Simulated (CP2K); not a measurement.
Consider 1-propanol at its PBE geometry (Å).

```xyz
12

C    -1.2389    0.6705    0.3838
C    -0.5195   -0.4656   -0.3471
C     0.9891   -0.2775   -0.4134
O     1.5122   -0.2944    0.9327
H    -2.3254    0.5098    0.3992
H    -1.0493    1.6369   -0.1071
H    -0.8898    0.7484    1.4210
H    -0.7301   -1.4280    0.1446
H    -0.8919   -0.5533   -1.3802
H     1.2264    0.6856   -0.9026
H     1.4463   -1.0852   -1.0122
H     2.4709   -0.1471    0.8814
```

Method: CP2K XAS_TDP, all-electron GAPW, PBEh(45%), aug-cc-pVDZ, TDA, no relativity.

Question: Where do the O K-edge lines lie, and how strong are they?

Leading lines: O4 530.00 eV. The leading line of an atom is its first one with 35 % of the strongest within 2.5 eV of its lowest line over the strength cut. 

The first six lines of each atom with a strength over 0.0015:

```
                  atom  energy (eV)  states  strength, one atom
O4 (bonded to C and H)       530.00       1              0.0159
                             531.68       1              0.0139
                             532.05       1              0.0057
                             532.48       1              0.0179
                             532.86       1              0.0076
                             533.31       1              0.0018
```

Lines are vertical, at one geometry, with no vibrational structure. Without a correction of the core level, line positions, and the gaps between valence and Rydberg lines, follow the share of exact exchange. At this level such K lines come out 3 to 6 eV under measured ones. These values hold no scalar relativity, about 0.4 eV for O 1s. Rydberg lines, and the discretised continuum above threshold, depend on the basis and the box.

[Banner, clock and machine lines of the logs are left out without a mark of their own.]

[Logs are printed without paths, hosts, clocks, repeated set-up lines and the standing remarks that a program may print on its own settings, such as how far it seeks lower states.]

[Hosts, paths, dates, database ids (printed as entryN), source tags and the programs' standing remarks are cut or masked in the printed files.]
